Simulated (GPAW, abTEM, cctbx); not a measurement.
# CdCu2O2: the scripts behind a bonding study

Short scripts, each with its output. The start was made by putting kin elements into a known structure type; the compound need not exist, or be stable, in this form.

## 1. Relax the structure

```text
cell
1.0
     5.310000000    0.000000000    0.000000000
     0.000000000    5.310000000    0.000000000
    -2.655000000   -2.655000000    4.718500000
Cd Cu O
2 4 4
Direct
0.250000000 0.750000000 0.500000000
0.000000000 0.000000000 0.000000000
0.625000000 0.375000000 0.250000000
0.125000000 0.375000000 0.750000000
0.625000000 0.375000000 0.750000000
0.625000000 0.875000000 0.250000000
0.487000000 0.987000000 0.974000000
0.763000000 0.763000000 0.526000000
0.013000000 0.513000000 0.026000000
0.237000000 0.237000000 0.474000000
```

```python
from ase.constraints import FixSymmetry
from ase.filters import FrechetCellFilter
from ase.io import read, write
from ase.optimize import BFGS
from ase.parallel import parprint
from gpaw import GPAW, PW, FermiDirac

atoms = read("start.vasp")
atoms.set_constraint(FixSymmetry(atoms))
atoms.calc = GPAW(mode=PW(900), xc="PBE", kpts={"size": (3, 3, 3), "gamma": True},
                 occupations=FermiDirac(0.05), maxiter=120, symmetry={"tolerance": 1e-5}, txt="relax.txt")
BFGS(FrechetCellFilter(atoms), maxstep=0.15).run(fmax=0.03, steps=40)
parprint("cell  %.4f %.4f %.4f  %.2f %.2f %.2f" % tuple(atoms.cell.cellpar()))
parprint("volume %.3f A^3, largest force %.3f eV/A, largest stress %.2f GPa" % (atoms.get_volume(), abs(atoms.get_forces()).max(), 160.218 * abs(atoms.get_stress()).max()))
atoms.set_constraint()
write("relaxed.vasp", atoms, direct=True)
```

```console
$ OMP_NUM_THREADS=1 mpirun -n 4 gpaw python run.py > gpaw.log
```

```text
gpts.py:43: UserWarning: Initial realspace grid (40,40,42) inconsistent with symmetries.
gpts.py:43: UserWarning: Initial realspace grid (40,40,42) inconsistent with symmetries.
gpts.py:43: UserWarning: Initial realspace grid (40,40,42) inconsistent with symmetries.
gpts.py:43: UserWarning: Initial realspace grid (40,40,42) inconsistent with symmetries.
gpts.py:70: UserWarning: Using symmetrized grid: (42,42,42).
gpts.py:70: UserWarning: Using symmetrized grid: (42,42,42).
gpts.py:70: UserWarning: Using symmetrized grid: (42,42,42).
gpts.py:70: UserWarning: Using symmetrized grid: (42,42,42).
            Step        Energy          fmax
BFGS:    0      -43.076443        0.437612
BFGS:    1      -43.086954        0.337432
BFGS:    2      -43.104430        0.203235
BFGS:    3      -43.105180        0.201545
BFGS:    4      -43.119607        0.265978
BFGS:    5      -43.126429        0.150544
BFGS:    6      -43.131521        0.155291
BFGS:    7      -43.132557        0.157994
BFGS:    8      -43.144395        0.154467
BFGS:    9      -43.155640        0.145772
BFGS:   10      -43.165165        0.086367
BFGS:   11      -43.167258        0.030760
BFGS:   12      -43.167454        0.004401
cell  5.5039 5.5039 5.9727  117.44 117.44 90.00
volume 137.247 A^3, largest force 0.005 eV/A, largest stress 0.01 GPa
```

Time: 4 min on 4 cores of Arm Neoverse V2 (shared host), peak memory 1.4 GiB.

## 2. Build the all-electron density and subtract free atoms

```text
cell
1.0
     5.503927270    0.000000000    0.000000000
     0.000000000    5.503927270    0.000000000
    -2.751963635   -2.751963635    4.530614060
Cd Cu O
2 4 4
Direct
0.250000000 0.750000000 0.500000000
0.000000000 0.000000000 0.000000000
0.625000000 0.375000000 0.250000000
0.125000000 0.375000000 0.750000000
0.625000000 0.375000000 0.750000000
0.625000000 0.875000000 0.250000000
0.485946510 0.985946510 0.971893020
0.764053490 0.764053490 0.528106980
0.014053490 0.514053490 0.028106980
0.235946510 0.235946510 0.471893020
```

```python
import numpy as np
from ase.io import read
from ase.units import Bohr
from gpaw import GPAW, PW, FermiDirac
from gpaw.calculator import GPAW as OldGPAW
from gpaw.mpi import serial_comm, world
from scipy.special import erfc
from scipy.spatial import cKDTree

atoms = read("cell.vasp")
atoms.calc = GPAW(mode=PW(550), xc="PBE", kpts={"size": (4, 4, 4), "gamma": True},
                 occupations=FermiDirac(0.05), maxiter=120, symmetry={"tolerance": 1e-5}, txt="scf.txt")
atoms.get_potential_energy()
rho = atoms.calc.get_all_electron_density(gridrefinement=2)
moments = atoms.get_magnetic_moments() if atoms.calc.get_number_of_spins() == 2 else np.zeros(len(atoms))
total = atoms.get_magnetic_moment() if moments.any() else 0.0
if world.rank == 0:
    free = OldGPAW(mode=PW(550), xc="PBE", txt=None, communicator=serial_comm)
    neutral = atoms.copy()
    neutral.set_initial_magnetic_moments(None)
    free.initialize(neutral)
    free.set_positions(neutral)
    drho = rho - free.get_all_electron_density(gridrefinement=2)
    # GPAW starts from confined atoms: exchange their smooth part for that of the datasets' free atoms
    h = np.stack(np.meshgrid(*[np.fft.fftfreq(n, 1 / n) for n in drho.shape], indexing="ij"), -1)
    gabs = np.linalg.norm(h @ atoms.cell.reciprocal(), axis=-1)
    tails = np.fft.fftn(free.get_pseudo_density(gridrefinement=2))
    g, form, v0 = np.linspace(0, gabs.max(), 1500), {}, 0
    for e in set(atoms.symbols):
        idx = atoms.symbols.search(e)
        d = free.setups[idx[0]].data
        r, w = d.rgd.r_g * Bohr, d.rgd.r_g**2 * d.rgd.dr_g
        j0 = np.sinc(2 * g[:, None] * r)
        smooth = sum(f * p**2 for f, p in zip(d.f_j, d.phit_jg)) + np.sqrt(4 * np.pi) * d.nct_g
        full = sum(f * p**2 for f, p in zip(d.f_j, d.phi_jg)) + np.sqrt(4 * np.pi) * d.nc_g
        phase = sum(np.exp(-2j * np.pi * h @ s) for s in atoms.get_scaled_positions()[idx])
        tails -= np.interp(gabs, g, j0 @ (smooth * w)) * phase * drho.size / atoms.get_volume()
        form[e] = j0 @ (full * w)
        v0 += 2 * np.pi / 3 * 14.3996 * (full * w * r**2).sum() * len(idx)  # V A^3
    tails *= 0.5 * erfc((gabs - 1.8) / 0.25)  # the tails differ at long wavelengths alone
    drho += np.fft.ifftn(tails).real  # crystal minus superposed spherical free atoms
    np.save("drho.npy", drho)
    dv = atoms.get_volume() / drho.size
    print("grid", drho.shape, " electrons %.3f" % (rho.sum() * dv), " moved by bonding %.3f e" % (abs(drho).sum() * dv / 2))
    pts = np.indices(drho.shape).reshape(3, -1).T / drho.shape @ atoms.cell
    shifts = (np.indices((3, 3, 3)).reshape(3, -1).T - 1) @ atoms.cell
    images = (atoms.positions[None] + shifts[:, None]).reshape(-1, 3)
    dist, idx = cKDTree(images).query(pts, k=4)
    out = drho.ravel()[dist[:, 0] > 0.5]
    print("deformation density beyond 0.5 A of the nuclei: max %.3f, min %.3f e/A^3" % (out.max(), out.min()))
    tie = dist < dist[:, :1] + 1e-4
    q = -np.bincount((idx % len(atoms))[tie], (drho.ravel()[:, None] / tie.sum(1, keepdims=True) * tie)[tie], len(atoms)) * dv
    print("atom        x       y       z   Voronoi charge  moment")
    for a, s, c, m in zip(atoms, atoms.get_scaled_positions(), q, moments):
        print("%-2s%-3d %7.4f %7.4f %7.4f %10.3f %10.2f" % (a.symbol, a.index + 1, *s, c, m))
    np.savez("free.npz", g=g, **form)
    print("mean inner potential of superposed free atoms %.3f V" % (v0 / atoms.get_volume()))
    print("total magnetic moment %.3f muB" % total)
```

```console
$ OMP_NUM_THREADS=1 mpirun -n 4 gpaw python run.py > gpaw.log
```

```text
gpts.py:43: UserWarning: Initial realspace grid (30,30,35) inconsistent with symmetries.
gpts.py:43: UserWarning: Initial realspace grid (30,30,35) inconsistent with symmetries.
gpts.py:43: UserWarning: Initial realspace grid (30,30,35) inconsistent with symmetries.
gpts.py:43: UserWarning: Initial realspace grid (30,30,35) inconsistent with symmetries.
gpts.py:70: UserWarning: Using symmetrized grid: (35,35,35).
gpts.py:70: UserWarning: Using symmetrized grid: (35,35,35).
gpts.py:70: UserWarning: Using symmetrized grid: (35,35,35).
gpts.py:70: UserWarning: Using symmetrized grid: (35,35,35).
grid (70, 70, 70)  electrons 244.000  moved by bonding 2.385 e
deformation density beyond 0.5 A of the nuclei: max 0.215, min -0.685 e/A^3
atom        x       y       z   Voronoi charge  moment
Cd1    0.2500  0.7500  0.5000      0.491       0.00
Cd2    0.0000  0.0000  0.0000      0.491       0.00
Cu3    0.6250  0.3750  0.2500      0.179       0.00
Cu4    0.1250  0.3750  0.7500      0.180       0.00
Cu5    0.6250  0.3750  0.7500      0.179       0.00
Cu6    0.6250  0.8750  0.2500      0.180       0.00
O 7    0.4859  0.9859  0.9719     -0.425       0.00
O 8    0.7641  0.7641  0.5281     -0.425       0.00
O 9    0.0141  0.5141  0.0281     -0.425       0.00
O 10   0.2359  0.2359  0.4719     -0.425       0.00
mean inner potential of superposed free atoms 16.913 V
total magnetic moment 0.000 muB
```

Time: 36 s.

## 3. Fourier-transform the difference

```python
from cctbx import adptbx, crystal, miller, xray
from cctbx.eltbx import tiny_pse
import numpy as np

cs = crystal.symmetry(unit_cell=(5.5039, 5.5039, 9.0612, 90, 90, 90), space_group_symbol='Hall: I 4bw 2bw -1bw')  # I4_1/amd
atoms = [  # label, site, U (iso, or U11 U22 U33 U12 U13 U23 in A^2), occupancy
    ("Cd1", (0, 0.5, 0.25), 0.0000, 1),
    ("Cu1", (0.5, 0.25, 0.125), 0.0000, 1),
    ("O1", (0, 0.5, 0.48595), 0.0000, 1),
]
xs = xray.structure(crystal_symmetry=cs)
for label, site, u, occ in atoms:
    u = adptbx.u_cif_as_u_star(cs.unit_cell(), u) if isinstance(u, tuple) else u
    xs.add_scatterer(xray.scatterer(label, site=site, u=u, occupancy=occ))
xs.scattering_type_registry(table="wk1995")
drho = np.load("drho.npy")
T = np.array([[1, 0, 0], [0, 1, 0], [1, 1, 2]])  # conventional axes in terms of the primitive ones
dF = np.fft.ifftn(drho) * 274.49374  # electrons a conventional cell, indexed by primitive hkl
ms = miller.build_set(cs, anomalous_flag=False, d_min=0.9).sort("resolution")
iam = ms.structure_factors_from_scatterers(xs, algorithm="direct").f_calc()
p1 = xs.expand_to_p1()
z = np.array([tiny_pse.table(sc.scattering_type).atomic_number() for sc in p1.scatterers()])
x = np.array(p1.sites_frac())
free = np.load("free.npz")
print("static structure factors of the conventional cell: F in electrons, V (Mott-Bethe) in volts")
print("   h  k  l      d  |F| table  |F| free   |F| DFT   change   |V| free  |V| DFT  change %")
for h, d, table in list(zip(ms.indices(), ms.d_spacings().data(), iam.data()))[:16]:
    df = dF[tuple(np.rint(np.linalg.solve(T, h)).astype(int))]
    phase = np.exp(2j * np.pi * x @ h)
    f = sum(np.interp(1 / d, free["g"], free[sc.scattering_type]) * p for sc, p in zip(p1.scatterers(), phase))
    fz = (z * phase).sum()
    c = 14.3996 * d * d / (np.pi * cs.unit_cell().volume())
    v0, v1 = abs(fz - f) * c, abs(fz - f - df) * c
    print("%4d%3d%3d %7.4f %9.3f %9.3f %9.3f %8.3f %9.3f %8.3f %8s" % (h + (d, abs(table), abs(f), abs(f + df), abs(f + df) - abs(f), v0, v1, "%.1f" % (100 * (v1 / v0 - 1)) if v0 > 0.02 else "-")))
```

```console
$ python run.py
```

```text
static structure factors of the conventional cell: F in electrons, V (Mott-Bethe) in volts
   h  k  l      d  |F| table  |F| free   |F| DFT   change   |V| free  |V| DFT  change %
   1  0  1  4.7041    21.768    22.045    21.843   -0.202     0.632    0.706     11.8
   1  1  2  2.9522   114.666   114.911   112.591   -2.320     2.050    2.387     16.5
   2  0  0  2.7520   207.581   207.145   208.981    1.836     6.178    5.946     -3.8
   1  0  3  2.6479   199.190   198.597   197.311   -1.286     4.838    4.988      3.1
   2  1  1  2.3753   203.675   202.893   202.477   -0.416     4.980    5.020      0.8
   2  0  2  2.3520   184.609   183.355   182.422   -0.933     4.494    4.580      1.9
   0  0  4  2.2653     8.209     9.031    11.860    2.829     0.944    0.702    -25.7
   2  2  0  1.9459     8.521     9.407    11.515    2.108     0.923    0.789    -14.4
   2  1  3  1.9081     8.042     8.559     8.699    0.140     0.039    0.047     21.8
   3  0  1  1.7981    16.906    17.358    18.443    1.085     0.345    0.287    -17.0
   2  0  4  1.7490   168.156   167.826   168.866    1.040     4.302    4.249     -1.2
   1  0  5  1.7213   186.545   185.787   186.224    0.437     4.221    4.199     -0.5
   3  1  2  1.6247    99.963    99.862    99.815   -0.047     1.284    1.286      0.2
   3  0  3  1.5680   162.388   161.809   161.810    0.002     3.207    3.207     -0.0
   3  2  1  1.5053   166.176   165.653   165.650   -0.004     3.409    3.409      0.0
   2  2  4  1.4761   300.328   299.391   299.380   -0.011     6.719    6.719      0.0
```

Time: 0.29 s on 1 core of Arm Neoverse V2 (shared host), peak memory 0.08 GiB.

## 4. Propagate a plane wave with and without the bonding term

```python
import abtem
import numpy as np
from ase.build import make_supercell
from ase.io import read

abtem.config.set({"dask.lazy": False, "fft": "fftw", "diagnostics.progress_bar": False})
M = [[0, -1, 0], [-1, -1, -2], [1, 0, 0]]  # rows: x, y and beam direction in the primitive cell's axes
unit = make_supercell(read("cell.vasp"), M)
unit.set_cell(list(unit.cell.lengths()) + [90, 90, 90], scale_atoms=True)
unit.positions[:, 2] += 0.6880  # keeps atomic planes off the slice boundaries
unit.wrap()
slab = unit * (1, 1, 72)
print(slab.get_chemical_formula(), "| box %.2f x %.2f x %.2f A" % tuple(slab.cell.lengths()))

# change of the potential by bonding, from the DFT deformation density (Poisson's equation term by term)
drho = np.load("drho.npy")
prim = read("cell.vasp")
h = np.stack(np.meshgrid(*[np.fft.fftfreq(n, 1 / n) for n in drho.shape], indexing="ij"), -1).reshape(-1, 3).astype(int)
g2 = ((h @ prim.cell.reciprocal()) ** 2).sum(1)
keep = (g2 > 0) & (g2 < 2.5**2)
shape = (158, 259, 32)
vg = np.zeros(shape, complex)
hm = h[keep] @ np.array(M).T
move = np.exp(-2j * np.pi * hm[:, 2] * (0.6880 / unit.cell[2, 2] - 0.5 / shape[2]))  # the same shift, sampled at mid-points
vg[tuple(hm.T % np.array(shape)[:, None])] = -14.3996 / np.pi * (np.fft.fftn(drho).ravel() / drho.size)[keep] / g2[keep] * move
dV = np.fft.ifftn(vg).real * vg.size
dV = dV.reshape(158, 259, 4, 8).mean(3) * unit.cell[2, 2] / 4  # V A, projected in each slice
dV = np.tile(dV.transpose(2, 0, 1), (72, 1, 1))


def build(atoms):
    p = abtem.Potential(atoms, gpts=(158, 259), slice_thickness=[slab.cell[2, 2] / 288] * 288,
                        parametrization="lobato", projection="infinite", exit_planes=24).build()
    p.array[:] += BONDING * dV
    return p


def potentials():
    yield build(slab)  # atoms at rest


for label, BONDING in (("IAM", 0.0), ("DFT", 1.0)):
    print("=====", label)
    potential = build(slab)
    print("grid", potential.gpts, "slices", potential.num_slices)
    thickness = potential.exit_thicknesses
    wave = abtem.PlaneWave(energy=200000)
    dp = np.mean([wave.multislice(p).diffraction_patterns(max_angle="valid").array for p in potentials()], axis=0)
    hkl = [(0, 0, 0), (0, 1, 1), (0, 0, 2), (0, 2, 0), (0, 1, 3), (0, 2, 2), (0, 3, 1)]
    nx, ny = dp.shape[-2:]
    print("intensity of each beam, fraction of the incident wave")
    print("  t (A)" + "".join("%9s" % " ".join(map(str, h)) for h in hkl) + "  diffuse    total")
    grid = np.zeros((nx, ny), bool)
    grid[nx // 2 % 1::1, ny // 2 % 1::1] = True
    for t, a in list(zip(thickness, dp))[1:]:
        idx = [np.rint(np.array(M) @ np.linalg.solve([[1, 0, 0], [0, 1, 0], [1, 1, 2]], h)).astype(int) for h in hkl]
        print("%7.1f" % t + "".join("%9.5f" % a[nx // 2 + i[0] * 1, ny // 2 + i[1] * 1] for i in idx) + "%9.4f%9.4f" % (a[~grid].sum(), a.sum()))
```

```console
$ python run.py
```

```text
Cd288Cu576O576 | box 5.50 x 9.06 x 396.28 A
===== IAM
grid (158, 259) slices 288
intensity of each beam, fraction of the incident wave
  t (A)    0 0 0    0 1 1    0 0 2    0 2 0    0 1 3    0 2 2    0 3 1  diffuse    total
   33.0  0.71630  0.00173  0.00394  0.00502  0.00485  0.00451  0.00096   0.0000   0.9975
   66.0  0.62142  0.00229  0.02324  0.00508  0.00587  0.01158  0.00254   0.0000   0.9940
   99.1  0.46996  0.00058  0.03910  0.01792  0.00288  0.02807  0.00100   0.0000   0.9927
  132.1  0.27938  0.00274  0.05877  0.02367  0.01300  0.02944  0.00591   0.0000   0.9894
  165.1  0.30753  0.00889  0.05401  0.05760  0.01326  0.02320  0.00443   0.0000   0.9872
  198.1  0.31287  0.00545  0.02994  0.06445  0.01711  0.01104  0.00649   0.0000   0.9852
  231.2  0.37990  0.01854  0.01090  0.04862  0.02258  0.00180  0.00611   0.0000   0.9831
  264.2  0.44261  0.01849  0.00026  0.03501  0.02346  0.00012  0.00313   0.0000   0.9823
  297.2  0.41858  0.02492  0.00515  0.01776  0.02413  0.00159  0.00223   0.0000   0.9812
  330.2  0.35045  0.03418  0.01529  0.00882  0.02954  0.00474  0.00011   0.0000   0.9803
  363.3  0.26884  0.02936  0.01592  0.02058  0.02720  0.00765  0.00001   0.0000   0.9791
  396.3  0.13471  0.04146  0.00664  0.02575  0.03562  0.01429  0.00146   0.0000   0.9776
===== DFT
grid (158, 259) slices 288
intensity of each beam, fraction of the incident wave
  t (A)    0 0 0    0 1 1    0 0 2    0 2 0    0 1 3    0 2 2    0 3 1  diffuse    total
   33.0  0.71604  0.00183  0.00393  0.00474  0.00488  0.00469  0.00100   0.0000   0.9975
   66.0  0.61898  0.00212  0.02309  0.00607  0.00497  0.01207  0.00278   0.0000   0.9940
   99.1  0.47398  0.00029  0.03887  0.01874  0.00222  0.02862  0.00103   0.0000   0.9927
  132.1  0.29618  0.00230  0.05814  0.02423  0.01055  0.02926  0.00621   0.0000   0.9895
  165.1  0.34424  0.00661  0.05263  0.05346  0.01061  0.02260  0.00427   0.0000   0.9872
  198.1  0.37552  0.00328  0.02860  0.05649  0.01335  0.01004  0.00666   0.0000   0.9853
  231.2  0.45123  0.01412  0.00991  0.03666  0.01813  0.00137  0.00616   0.0000   0.9832
  264.2  0.52689  0.01288  0.00023  0.02232  0.01873  0.00000  0.00332   0.0000   0.9824
  297.2  0.49189  0.01877  0.00481  0.01077  0.01834  0.00227  0.00239   0.0000   0.9814
  330.2  0.40171  0.02521  0.01317  0.00978  0.02371  0.00672  0.00009   0.0000   0.9804
  363.3  0.31187  0.02210  0.01307  0.02795  0.02012  0.01062  0.00000   0.0000   0.9791
  396.3  0.16786  0.03141  0.00649  0.03271  0.02854  0.01788  0.00136   0.0000   0.9775
```

Time: 14 s.

[Outputs are excerpts: Python notices, other lines and further rows are left out; steps that failed or that the build refused (PBEsol, TPSS) are not shown.]

[Logs are printed without paths, hosts, clocks, repeated set-up lines and the standing remarks that a program may print on its own settings, such as how far it seeks lower states.]
